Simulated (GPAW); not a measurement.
**The basis that the transmission of 1,4-phenylene between two Ag chains needs**

Aim: T(E), conductance and thermopower of 1,4-phenylene between two Ag chains, and what cheaper settings cost in accuracy.

Main program and level: GPAW 26.7.0; GPAW LCAO, PAW setups; Landauer transmission from Green's functions with principal layers (ASE), zero bias.

### Step 1. The starting structure

The cell holds 22 atoms: 12 Ag, 6 C and 4 H. Its edges and angles: a = 10.798 Å, b = 9.000 Å, c = 36.350 Å, α = 90.0°, β = 90.0°, γ = 90.0°. Regions: left lead, 6 atoms (6 Ag); channel, 10 atoms (6 C and 4 H); right lead, 6 atoms (6 Ag). Vacuum lies along a and b. The structure is stacked along c, and the current runs across the ab planes.

### Step 2. GPAW, dzp

The script solves lead and junction separately, takes H and S in the orbital basis, and joins semi-infinite leads through their self-energies; the dzp basis is the working standard.

File run.py:

```python
import json
import numpy as np
from ase import Atoms
from ase.transport.calculators import TransportCalculator
from gpaw import GPAW, FermiDirac
from gpaw.lcao.tools import get_lcao_hamiltonian
from scipy.linalg import eigh

# The junction with lead layers at both ends, along the third cell vector
device = Atoms(
    ['Ag', 'Ag', 'Ag', 'Ag', 'Ag', 'Ag', 'C', 'H', 'H', 'C', 'C', 'C', 'C', 'H', 'H', 'C', 'Ag', 'Ag', 'Ag', 'Ag', 'Ag', 'Ag'],
    positions=[
        [5.39909, 4.50000, 1.33000],
        [5.39909, 4.50000, 3.99000],
        [5.39909, 4.50000, 6.65000],
        [5.39909, 4.50000, 9.31000],
        [5.39909, 4.50000, 11.97000],
        [5.39909, 4.50000, 14.63000],
        [5.39909, 4.50000, 16.78000],
        [7.54818, 4.50000, 16.93405],
        [3.25000, 4.50000, 16.93405],
        [6.60705, 4.50000, 17.47741],
        [4.19114, 4.50000, 17.47741],
        [6.60705, 4.50000, 18.87224],
        [4.19114, 4.50000, 18.87224],
        [7.54818, 4.50000, 19.41560],
        [3.25000, 4.50000, 19.41560],
        [5.39909, 4.50000, 19.56965],
        [5.39909, 4.50000, 21.71965],
        [5.39909, 4.50000, 24.37965],
        [5.39909, 4.50000, 27.03965],
        [5.39909, 4.50000, 29.69965],
        [5.39909, 4.50000, 32.35965],
        [5.39909, 4.50000, 35.01965]],
    cell=[[10.79818, 0.0, 0.0], [0.0, 9.0, 0.0], [0.0, 0.0, 36.34965]],
    pbc=True)

# One principal layer of the lead: the first 4 atoms of the device
lead = Atoms(
    ['Ag', 'Ag', 'Ag', 'Ag'],
    positions=[
        [5.39909, 4.50000, 1.33000],
        [5.39909, 4.50000, 3.99000],
        [5.39909, 4.50000, 6.65000],
        [5.39909, 4.50000, 9.31000]],
    cell=[[10.79818, 0.0, 0.0], [0.0, 9.0, 0.0], [0.0, 0.0, 10.64]],
    pbc=True)

settings = dict(mode='lcao', basis='dzp', xc='PBE', h=0.2,
                occupations=FermiDirac(0.1), maxiter=250,
                mixer=dict(beta=0.1, nmaxold=8, weight=100.0),
                convergence=dict(density=0.0001))
energies = np.arange(-2, 2 + 1e-9, 0.05)
eta = 0.0001
n1, n2 = 1, 1
# k and -k transmit alike, so half of the mesh across the current serves
mesh = [(i, j) for i in range(n1) for j in range(n2) if (i, j) <= (-i % n1, -j % n2)]
weights = np.array([1 if (i, j) == (-i % n1, -j % n2) else 2 for i, j in mesh]) / (n1 * n2)

# [... helper functions left out ...]
fermi_lead = ground_state(lead, (1, 1, 11), 'lead.txt')
fermi_device = ground_state(device, (1, 1, 2), 'device.txt')
# [... loop over the mesh left out, but for ...]
        # Shift the lead onto the potential of the device's first layer
        shift = ((H[:, 0, 0] - H0[:, 0, 0]) / S0[0, 0]).real.mean()
# [...]
kT = 8.617333e-5 * 500
bias = [0.1, 0.2, 0.5, 1.0, 1.5, 2.0]
# [... integrals and printing left out ...]
```

Launch:

```bash
OMP_NUM_THREADS=1 OPENBLAS_NUM_THREADS=1 python run.py
```

What it wrote:

```text
basis functions: device 422, principal layer 108
Fermi level: lead -3.9422 eV, device -3.9428 eV; lead shifted by 0.0000 eV
largest coupling past the next layer 3.56e-05 eV, largest misfit of the first layer 0.081 eV
  E-E_F (eV)   T (one spin)  [channel counts left out]
    -2.000    2.8047e-01
    -1.950    2.0877e-01
    -1.900    1.4414e-01
    -1.850    8.8035e-02
    -1.800    3.9300e-02
    -1.750    1.4949e-02
    -1.700    9.6504e-03
    -1.650    4.7443e-03
    -1.600    3.4742e-07
    -1.550    1.4069e-10
    -1.500    1.3415e-10
    -1.450    1.3501e-10
    -1.400    1.3690e-10
    -1.350    1.3943e-10
    -1.300    1.4242e-10
    -1.250    1.4513e-10
[...]
1.650    1.3579e-03
     1.700    1.0855e-03
     1.750    8.5329e-04
     1.800    6.5659e-04
     1.850    4.9214e-04
     1.900    3.5637e-04
     1.950    2.4637e-04
     2.000    1.5954e-04
conductance at 500 K: 0.57081 G0 a cell; thermopower 41.44 uV/K
current from the zero-bias T(E) at 0.1 V: 4.4277 uA
current from the zero-bias T(E) at 0.2 V: 8.8824 uA
current from the zero-bias T(E) at 0.5 V: 22.366 uA
current from the zero-bias T(E) at 1.0 V: 41.933 uA
current from the zero-bias T(E) at 1.5 V: 56.168 uA
current from the zero-bias T(E) at 2.0 V: 70.561 uA
```

It took 1.9 min on 1 thread of Arm Neoverse V1, shared host; peak memory 1.5 GiB.

This step gave:

| Item | Value |
| --- | --- |
| conductance | 0.5708 G₀ |
| thermopower | 41.44 μV/K |
| largest coupling past the next principal layer | 3.56e-5 eV |
| largest misfit of the first principal layer | 0.08145 eV |
| shift that aligns the lead | 4.67e-5 eV |
| basis functions of the junction | 422 |
| basis functions of a principal layer | 108 |
| transmission at the Fermi level (one spin) | 0.5658 |

One spin. Transmission, zone mean against energy, zero at the Fermi level:

| energy (eV) | transmission, zone mean |
| --- | --- |
| -2.00 | 0.280 |
| -1.90 | 0.144 |
| -1.80 | 0.0393 |
| -1.70 | 0.00965 |
| -1.55 | 1.4e-10 |
| -1.45 | 1.4e-10 |
| -1.35 | 1.4e-10 |
| -1.25 | 1.5e-10 |
| -1.15 | 1.2e-10 |
| -1.05 | 0.107 |
| -0.90 | 0.989 |
| -0.80 | 0.760 |
| -0.70 | 0.636 |
| -0.60 | 0.646 |
| -0.50 | 0.752 |
| -0.40 | 0.900 |
| -0.30 | 0.994 |
| -0.25 | 0.992 |
| -0.15 | 0.883 |
| -0.05 | 0.677 |
| 0.00 | 0.566 |
| 0.05 | 0.462 |
| 0.15 | 0.295 |
| 0.25 | 0.185 |
| 0.40 | 0.0954 |
| 0.50 | 0.0638 |
| 0.60 | 0.0441 |
| 0.70 | 0.0313 |
| 0.80 | 0.0227 |
| 0.90 | 0.0167 |
| 1.05 | 0.0106 |
| 1.15 | 0.00784 |
| 1.25 | 0.00575 |
| 1.35 | 0.00416 |
| 1.45 | 0.00296 |
| 1.55 | 0.00204 |
| 1.70 | 0.00109 |
| 1.80 | 6.6e-4 |
| 1.90 | 3.6e-4 |
| 2.00 | 1.6e-4 |

Not self-consistent under bias; the bias window is split evenly. The current through one cell, from the zero-bias transmission by bias:

| bias (V) | current through one cell, from the zero-bias transmission (μA) |
| --- | --- |
| 0.100 | 4.43 |
| 0.200 | 8.88 |
| 0.500 | 22.4 |
| 1.000 | 41.9 |
| 1.500 | 56.2 |
| 2.000 | 70.6 |

Table of transmission of the three most open eigenchannels by energy, zero at the Fermi level:

| energy (eV) | channel 1 | channel 2 | channel 3 |
| --- | --- | --- | --- |
| -2.00 | 0.229 | 0.0501 | 0.00160 |
| -1.90 | 0.109 | 0.0339 | 9.4e-4 |
| -1.80 | 0.0207 | 0.0184 | 1.7e-4 |
| -1.70 | 0.00965 | 1.2e-10 | 3.8e-12 |
| -1.55 | 1.3e-10 | 6.7e-12 | 0 |
| -1.45 | 1.3e-10 | 0 | 0 |
| -1.35 | 1.4e-10 | 0 | 0 |
| -1.25 | 1.5e-10 | 0 | 0 |
| -1.15 | 1.2e-10 | 0 | 0 |
| -1.05 | 0.107 | 8.9e-8 | 0 |
| -0.90 | 0.989 | 7.8e-11 | 0 |
| -0.80 | 0.760 | 1.0e-10 | 0 |
| -0.70 | 0.636 | 1.1e-10 | 0 |
| -0.60 | 0.646 | 1.2e-10 | 0 |
| -0.50 | 0.752 | 1.2e-10 | 0 |
| -0.40 | 0.900 | 1.2e-10 | 0 |
| -0.25 | 0.992 | 1.3e-10 | 0 |
| -0.15 | 0.883 | 1.3e-10 | 0 |
| -0.05 | 0.677 | 1.3e-10 | 0 |
| 0.00 | 0.566 | 1.3e-10 | 0 |
| 0.05 | 0.462 | 1.3e-10 | 0 |
| 0.15 | 0.295 | 1.3e-10 | 0 |
| 0.25 | 0.185 | 1.3e-10 | 0 |
| 0.40 | 0.0954 | 1.3e-10 | 0 |
| 0.50 | 0.0638 | 1.4e-10 | 0 |
| 0.60 | 0.0441 | 1.4e-10 | 0 |
| 0.70 | 0.0313 | 1.4e-10 | 0 |
| 0.80 | 0.0227 | 1.4e-10 | 0 |
| 0.90 | 0.0167 | 1.4e-10 | 0 |
| 1.05 | 0.0106 | 1.4e-10 | 0 |
| 1.15 | 0.00784 | 1.4e-10 | 0 |
| 1.25 | 0.00575 | 1.4e-10 | 0 |
| 1.35 | 0.00416 | 1.4e-10 | 0 |
| 1.45 | 0.00296 | 1.4e-10 | 0 |
| 1.55 | 0.00204 | 1.4e-10 | 0 |
| 1.70 | 0.00109 | 1.4e-10 | 0 |
| 1.80 | 6.6e-4 | 1.4e-10 | 0 |
| 1.90 | 3.6e-4 | 1.4e-10 | 0 |
| 2.00 | 1.6e-4 | 1.4e-10 | 0 |

Couplings past the next layer reach 3.6e-5 eV, small enough to drop; the matrix elements of the cell's first layer differ from the bulk lead's by up to 0.081 eV. That layer keeps its own values in the calculation, and only beyond it is the lead taken as perfect. The Fermi levels of lead and junction count from different zeros of potential, one for each periodic cell; with both set to zero, the small remaining shift is what aligns them. By hand: G = 0.5708 × 77.48 μS = 44.2 μS, a resistance of 22.6 kΩ; at 0.1 V a linear junction would pass 4.42 μA, and the integral over the bias window gives 4.43 μA. Mott's formula, S = -(π²/3)(k_B²T/e) d ln T/dE, has the prefactor 12.2 μV/K·eV at 500 K; T = 0.6771 at -0.05 eV and 0.4617 at 0.05 eV give a slope of -3.83 per eV and S = 46.8 μV/K, beside 41.4 μV/K from the thermal integral, which interpolates the same grid.

### Step 3. Single-zeta polarised basis

The second zeta is dropped, the polarisation orbitals stay.

run.py: that of step 2 with these lines changed.

```diff
@@ -48,3 +48,3 @@
 
-settings = dict(mode='lcao', basis='dzp', xc='PBE', h=0.2,
+settings = dict(mode='lcao', basis='szp(dzp)', xc='PBE', h=0.2,
                 occupations=FermiDirac(0.1), maxiter=250,
```

What it wrote:

```text
basis functions: device 250, principal layer 60
Fermi level: lead -3.8920 eV, device -4.0911 eV; lead shifted by 0.0005 eV
largest coupling past the next layer 3.56e-05 eV, largest misfit of the first layer 0.070 eV
  E-E_F (eV)   T (one spin)  [channel counts left out]
    -2.000    5.0642e-01
    -1.950    4.0793e-01
    -1.900    3.1087e-01
    -1.850    2.2100e-01
    -1.800    1.3748e-01
    -1.750    3.1676e-02
    -1.700    1.3550e-02
    -1.650    8.8067e-03
    -1.600    3.2830e-03
    -1.550    1.0235e-10
    -1.500    3.5024e-11
    -1.450    3.4267e-11
    -1.400    3.4410e-11
    -1.350    3.4808e-11
    -1.300    3.5423e-11
    -1.250    3.6252e-11
[...]
1.650    6.1308e-04
     1.700    4.8577e-04
     1.750    3.7667e-04
     1.800    2.8400e-04
     1.850    2.0668e-04
     1.900    1.4328e-04
     1.950    9.2721e-05
     2.000    5.4011e-05
conductance at 500 K: 0.32986 G0 a cell; thermopower 69.15 uV/K
current from the zero-bias T(E) at 0.1 V: 2.5853 uA
current from the zero-bias T(E) at 0.2 V: 5.3401 uA
current from the zero-bias T(E) at 0.5 V: 15.414 uA
current from the zero-bias T(E) at 1.0 V: 30.573 uA
current from the zero-bias T(E) at 1.5 V: 40.547 uA
current from the zero-bias T(E) at 2.0 V: 46.799 uA
```

The job ended after 68 s (1 thread; peak memory 1.4 GiB).

This step gave:

| Quantity | Value |
| --- | --- |
| conductance | 0.3299 G₀ |
| thermopower | 69.15 μV/K |
| largest misfit of the first principal layer | 0.07048 eV |
| shift that aligns the lead | 5.45e-4 eV |
| basis functions of the junction | 250 |
| basis functions of a principal layer | 60 |
| transmission at the Fermi level (one spin) | 0.2995 |

One spin. The transmission, zone mean by energy, zero at the Fermi level:

| energy (eV) | transmission, zone mean |
| --- | --- |
| -2.00 | 0.506 |
| -1.90 | 0.311 |
| -1.80 | 0.137 |
| -1.70 | 0.0136 |
| -1.55 | 1.0e-10 |
| -1.45 | 3.4e-11 |
| -1.35 | 3.5e-11 |
| -1.25 | 3.6e-11 |
| -1.15 | 3.7e-11 |
| -1.05 | 2.9e-4 |
| -0.90 | 0.0764 |
| -0.80 | 0.958 |
| -0.70 | 0.514 |
| -0.60 | 0.384 |
| -0.50 | 0.463 |
| -0.40 | 0.702 |
| -0.25 | 0.986 |
| -0.15 | 0.713 |
| -0.05 | 0.406 |
| 0.00 | 0.300 |
| 0.05 | 0.221 |
| 0.15 | 0.124 |
| 0.25 | 0.0728 |
| 0.40 | 0.0364 |
| 0.50 | 0.0245 |
| 0.60 | 0.0171 |
| 0.70 | 0.0124 |
| 0.80 | 0.00917 |
| 0.90 | 0.00689 |
| 1.05 | 0.00454 |
| 1.15 | 0.00342 |
| 1.25 | 0.00255 |
| 1.35 | 0.00187 |
| 1.45 | 0.00134 |
| 1.55 | 9.3e-4 |
| 1.70 | 4.9e-4 |
| 1.80 | 2.8e-4 |
| 1.90 | 1.4e-4 |
| 2.00 | 5.4e-5 |

Not self-consistent under bias; the bias window is split evenly. The current through one cell, from the zero-bias transmission by bias:

| bias (V) | current through one cell, from the zero-bias transmission (μA) |
| --- | --- |
| 0.100 | 2.59 |
| 0.200 | 5.34 |
| 0.500 | 15.4 |
| 1.000 | 30.6 |
| 1.500 | 40.5 |
| 2.000 | 46.8 |

Transmission of the three most open eigenchannels against energy, zero at the Fermi level:

| energy (eV) | channel 1 | channel 2 | channel 3 |
| --- | --- | --- | --- |
| -2.00 | 0.445 | 0.0539 | 0.00765 |
| -1.90 | 0.268 | 0.0371 | 0.00531 |
| -1.80 | 0.111 | 0.0240 | 0.00228 |
| -1.70 | 0.0136 | 1.1e-10 | 3.0e-11 |
| -1.55 | 7.0e-11 | 3.3e-11 | 0 |
| -1.45 | 3.4e-11 | 0 | 0 |
| -1.35 | 3.5e-11 | 0 | 0 |
| -1.25 | 3.6e-11 | 0 | 0 |
| -1.15 | 3.7e-11 | 0 | 0 |
| -1.05 | 2.9e-4 | 1.4e-10 | 0 |
| -0.90 | 0.0764 | 2.9e-11 | 0 |
| -0.80 | 0.958 | 3.1e-11 | 0 |
| -0.70 | 0.514 | 3.2e-11 | 0 |
| -0.60 | 0.384 | 3.3e-11 | 0 |
| -0.50 | 0.463 | 3.4e-11 | 0 |
| -0.40 | 0.702 | 3.4e-11 | 0 |
| -0.25 | 0.986 | 3.5e-11 | 0 |
| -0.15 | 0.713 | 3.6e-11 | 0 |
| -0.05 | 0.406 | 3.6e-11 | 0 |
| 0.00 | 0.300 | 3.6e-11 | 0 |
| 0.05 | 0.221 | 3.6e-11 | 0 |
| 0.15 | 0.124 | 3.7e-11 | 0 |
| 0.25 | 0.0728 | 3.7e-11 | 0 |
| 0.40 | 0.0364 | 3.7e-11 | 0 |
| 0.50 | 0.0245 | 3.7e-11 | 0 |
| 0.60 | 0.0171 | 3.7e-11 | 0 |
| 0.70 | 0.0124 | 3.6e-11 | 0 |
| 0.80 | 0.00917 | 3.6e-11 | 0 |
| 0.90 | 0.00689 | 3.5e-11 | 0 |
| 1.05 | 0.00454 | 3.3e-11 | 0 |
| 1.15 | 0.00342 | 3.1e-11 | 0 |
| 1.25 | 0.00255 | 3.0e-11 | 0 |
| 1.35 | 0.00187 | 2.7e-11 | 0 |
| 1.45 | 0.00134 | 2.5e-11 | 0 |
| 1.55 | 9.3e-4 | 2.1e-11 | 0 |
| 1.70 | 4.9e-4 | 1.4e-11 | 0 |
| 1.80 | 2.8e-4 | 8.1e-12 | 0 |
| 1.90 | 1.4e-4 | 1.6e-12 | 0 |
| 2.00 | 5.4e-5 | 4.5e-12 | 0 |

The conductance, 0.330 G₀, lies 42 % below that of the dzp run.

### Step 4. GPAW, sz: basis = "sz(dzp)"

One function for each valence shell of the setup, as for a first survey of a large system.

run.py: that of step 3 with these lines changed.

```diff
@@ -48,3 +48,3 @@
 
-settings = dict(mode='lcao', basis='szp(dzp)', xc='PBE', h=0.2,
+settings = dict(mode='lcao', basis='sz(dzp)', xc='PBE', h=0.2,
                 occupations=FermiDirac(0.1), maxiter=250,
```

What it wrote:

```text
basis functions: device 172, principal layer 48
Fermi level: lead -3.8960 eV, device -4.1296 eV; lead shifted by 0.0008 eV
largest coupling past the next layer 3.59e-05 eV, largest misfit of the first layer 0.076 eV
  E-E_F (eV)   T (one spin)  [channel counts left out]
    -2.000    9.1801e-01
    -1.950    9.4439e-01
    -1.900    8.5819e-01
[...]
1.950    7.3007e-04
     2.000    6.1499e-04
conductance at 500 K: 0.32395 G0 a cell; thermopower 74.02 uV/K
current from the zero-bias T(E) at 0.1 V: 2.545 uA
current from the zero-bias T(E) at 0.2 V: 5.2883 uA
current from the zero-bias T(E) at 0.5 V: 15.396 uA
current from the zero-bias T(E) at 1.0 V: 29.039 uA
current from the zero-bias T(E) at 1.5 V: 39.122 uA
current from the zero-bias T(E) at 2.0 V: 41.859 uA
```

The job ended after 52 s (1 thread; peak memory 1.4 GiB).

Numbers from this step:

* conductance: 0.3240 G₀
* thermopower: 74.02 μV/K
* largest coupling past the next principal layer: 3.59e-5 eV
* largest misfit of the first principal layer: 0.07615 eV
* shift that aligns the lead: 8.33e-4 eV
* basis functions of the junction: 172
* basis functions of a principal layer: 48
* transmission at the Fermi level (one spin): 0.2873

The conductance, 0.324 G₀, lies 43 % below that of the dzp run.

### Step 5. LDA in the dzp basis: xc = "LDA"

Back in the dzp basis, the functional changes from PBE to LDA, to set the spread between functionals beside that between bases.

run.py: that of step 4 with these lines changed.

```diff
@@ -48,3 +48,3 @@
 
-settings = dict(mode='lcao', basis='sz(dzp)', xc='PBE', h=0.2,
+settings = dict(mode='lcao', basis='dzp', xc='LDA', h=0.2,
                 occupations=FermiDirac(0.1), maxiter=250,
```

What it wrote:

```text
basis functions: device 422, principal layer 108
Fermi level: lead -4.3520 eV, device -4.3244 eV; lead shifted by -0.0001 eV
largest coupling past the next layer 3.39e-05 eV, largest misfit of the first layer 0.093 eV
  E-E_F (eV)   T (one spin)  [channel counts left out]
    -2.000    4.0923e-01
    -1.950    3.3769e-01
    -1.900    2.7101e-01
[...]
1.950    5.3702e-04
     2.000    4.0094e-04
conductance at 500 K: 0.621 G0 a cell; thermopower 37.19 uV/K
current from the zero-bias T(E) at 0.1 V: 4.8116 uA
current from the zero-bias T(E) at 0.2 V: 9.6215 uA
current from the zero-bias T(E) at 0.5 V: 23.834 uA
current from the zero-bias T(E) at 1.0 V: 43.91 uA
current from the zero-bias T(E) at 1.5 V: 59.143 uA
current from the zero-bias T(E) at 2.0 V: 73.726 uA
```

Run time: 1.9 min. Hardware: 1 thread; peak memory 1.4 GiB.

This step gave:

```yaml
conductance: 0.6210 G₀
thermopower: 37.19 μV/K
largest_coupling_past_the_next_principal_layer: 3.39e-5 eV
largest_misfit_of_the_first_principal_layer: 0.09294 eV
shift_that_aligns_the_lead: -1.48e-4 eV
basis_functions_of_the_junction: 422
basis_functions_of_a_principal_layer: 108
transmission_at_the_fermi_level_one_spin: 0.6214
```

One spin. Table of transmission, zone mean by energy, zero at the Fermi level:

| energy (eV) | transmission, zone mean |
| --- | --- |
| -2.000 | 0.409 |
| -1.800 | 0.154 |
| -1.600 | 0.0116 |
| -1.400 | 1.3e-10 |
| -1.200 | 1.4e-10 |
| -1.000 | 0.387 |
| -0.900 | 0.982 |
| -0.800 | 0.856 |
| -0.600 | 0.681 |
| -0.400 | 0.900 |
| -0.250 | 0.996 |
| -0.200 | 0.968 |
| 0.000 | 0.621 |
| 0.200 | 0.270 |
| 0.400 | 0.112 |
| 0.600 | 0.0524 |
| 0.800 | 0.0272 |
| 1.000 | 0.0151 |
| 1.200 | 0.00849 |
| 1.400 | 0.00468 |
| 1.600 | 0.00242 |
| 1.800 | 0.00112 |
| 2.000 | 4.0e-4 |

The conductance, 0.621 G₀, lies 8.8 % above that of the dzp run.

### Step 6. The ladder

Times are for 1 thread of Arm Neoverse V1, shared host. The series side by side:

| no. | run | conductance (G₀) | time | memory (GiB) |
| --- | --- | --- | --- | --- |
| 1 | dzp | 0.5708 | 1.9 min | 1.5 |
| 2 | szp | 0.3299 | 68 s | 1.4 |
| 3 | sz | 0.3240 | 52 s | 1.4 |
| 4 | dzp LDA | 0.6210 | 1.9 min | 1.4 |

### Step 7. The levels side by side

The curves are compared point by point over the common energies.

This step: comparison of transmission and cost over codes and levels (GPAW 26.7.0).

Ladder, by row:

| step | code | T at the Fermi level (sum over the listed spins) | conductance (G0) | r.m.s. T(E) from the first | wall time (s) | peak memory (GiB) | threads |
| --- | --- | --- | --- | --- | --- | --- | --- |
| dzp | GPAW | 0.5658 | 0.5708 | 0 | 113.5 | 1.46 | 1 |
| szp | GPAW | 0.2995 | 0.3299 | 0.1949 | 67.54 | 1.4 | 1 |
| sz | GPAW | 0.2873 | 0.324 | 0.2969 | 52 | 1.35 | 1 |
| dzp-LDA | GPAW | 0.6214 | 0.621 | 0.04502 | 111.1 | 1.45 | 1 |

Transmission, zone mean, sum over the listed spins against energy, zero at the Fermi level:

| energy (eV) | dzp | szp | sz | dzp-LDA |
| --- | --- | --- | --- | --- |
| -2.0000 | 0.280 | 0.506 | 0.918 | 0.409 |
| -1.7500 | 0.0149 | 0.0317 | 0.568 | 0.105 |
| -1.5000 | 1.3e-10 | 3.5e-11 | 0.0117 | 0.00253 |
| -1.2500 | 1.5e-10 | 3.6e-11 | 1.3e-13 | 1.4e-10 |
| -1.0000 | 0.429 | 0.00312 | 7.3e-4 | 0.387 |
| -0.9000 | 0.989 | 0.0764 | 0.0103 | 0.982 |
| -0.8000 | 0.760 | 0.958 | 0.124 | 0.856 |
| -0.7500 | 0.678 | 0.774 | 0.516 | 0.761 |
| -0.7000 | 0.636 | 0.514 | 0.975 | 0.701 |
| -0.5000 | 0.752 | 0.463 | 0.385 | 0.767 |
| -0.3000 | 0.994 | 0.975 | 0.902 | 0.991 |
| -0.2500 | 0.992 | 0.986 | 0.996 | 0.996 |
| 0.0000 | 0.566 | 0.300 | 0.287 | 0.621 |
| 0.2500 | 0.185 | 0.0728 | 0.0693 | 0.216 |
| 0.5000 | 0.0638 | 0.0245 | 0.0254 | 0.0755 |
| 0.7500 | 0.0266 | 0.0106 | 0.0124 | 0.0318 |
| 1.0000 | 0.0123 | 0.00521 | 0.00709 | 0.0151 |
| 1.2500 | 0.00575 | 0.00255 | 0.00424 | 0.00734 |
| 1.5000 | 0.00247 | 0.00112 | 0.00247 | 0.00340 |
| 1.7500 | 8.5e-4 | 3.8e-4 | 0.00133 | 0.00138 |
| 2.0000 | 1.6e-4 | 5.4e-5 | 6.1e-4 | 4.0e-4 |

(Part 1 of 2 ends here.)

[Logs are printed without paths, hosts, clocks, repeated set-up lines and the standing remarks that a program may print on its own settings, such as how far it seeks lower states.]

[Hosts, paths, dates, database ids (printed as entryN), source tags and the programs' standing remarks are cut or masked in the printed files.]
